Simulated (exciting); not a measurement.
The F K edge of atom 2 in LuF3, space group P-3m1, with 2 Lu at 2.10 Å (linear, site symmetry -3m), was computed at 2 levels: exchange and screened direct term (singlet BSE) and independent particles. Common settings: exciting, all-electron LAPW+lo, LDA, 4×4×4 shifted k points, 25 conduction bands, |G+q| up to 3 bohr⁻¹, full RPA screening with nempty = 48, Lorentzian half width 0.45 eV.

Energy from the Kohn–Sham onset, core level to the lowest empty state found on the meshes used; all runs on one relative scale:

| E (eV) | run 1 | run 2 |
| --- | --- | --- |
| -5.0 | 0.00 | 0.02 |
| -4.5 | 0.00 | 0.02 |
| -4.0 | 0.01 | 0.03 |
| -3.5 | 0.01 | 0.04 |
| -3.0 | 0.01 | 0.07 |
| -2.5 | 0.01 | 0.14 |
| -2.0 | 0.01 | 0.34 |
| -1.5 | 0.01 | 0.74 |
| -1.0 | 0.02 | 0.37 |
| -0.5 | 0.02 | 0.19 |
| 0.0 | 0.04 | 0.18 |
| 0.5 | 0.06 | 0.20 |
| 1.0 | 0.13 | 0.22 |
| 1.5 | 0.26 | 0.24 |
| 2.0 | 0.37 | 0.41 |
| 2.5 | 0.24 | 0.50 |
| 3.0 | 0.17 | 0.30 |
| 3.5 | 0.14 | 0.24 |
| 4.0 | 0.13 | 0.27 |
| 4.5 | 0.14 | 0.25 |
| 5.0 | 0.16 | 0.20 |
| 5.5 | 0.15 | 0.16 |
| 6.0 | 0.19 | 0.16 |
| 6.5 | 0.27 | 0.16 |
| 7.0 | 0.32 | 0.13 |
| 7.5 | 0.28 | 0.10 |
| 8.0 | 0.32 | 0.10 |
| 8.5 | 0.37 | 0.14 |
| 9.0 | 0.24 | 0.16 |
| 9.5 | 0.18 | 0.13 |
| 10.0 | 0.19 | 0.09 |
| 10.5 | 0.22 | 0.08 |
| 11.0 | 0.21 | 0.09 |
| 11.5 | 0.16 | 0.09 |
| 12.0 | 0.13 | 0.08 |
| 12.5 | 0.12 | 0.08 |
| 13.0 | 0.11 | 0.10 |
| 13.5 | 0.09 | 0.14 |
| 14.0 | 0.08 | 0.16 |
| 14.5 | 0.08 | 0.14 |
| 15.0 | 0.11 | 0.11 |
| 15.5 | 0.16 | 0.09 |
| 16.0 | 0.20 | 0.09 |
| 16.5 | 0.19 | 0.09 |
| 17.0 | 0.16 | 0.09 |
| 17.5 | 0.16 | 0.08 |
| 18.0 | 0.15 | 0.08 |
| 18.5 | 0.15 | 0.08 |
| 19.0 | 0.14 | 0.09 |
| 19.5 | 0.13 | 0.10 |
| 20.0 | 0.11 | 0.09 |
| 20.5 | 0.12 | 0.08 |
| 21.0 | 0.14 | 0.08 |
| 21.5 | 0.12 | 0.07 |
| 22.0 | 0.14 | 0.07 |
| 22.5 | 0.13 | 0.07 |

Q: Which run is which, and why?

Run 1: independent particles; highest local maximum in the window at 8.4 eV. Run 2: exchange and screened direct term (singlet BSE); highest local maximum in the window at -1.5 eV. The attractive direct term pulls weight down: the curves pass 0.11 at 0.9 and -2.6 eV in the order of the runs. Fine structure above the first lines is partly noise of the 64-point mesh.

[Hosts, paths, dates, database ids (printed as entryN), source tags and the programs' standing remarks are cut or masked in the printed files.]
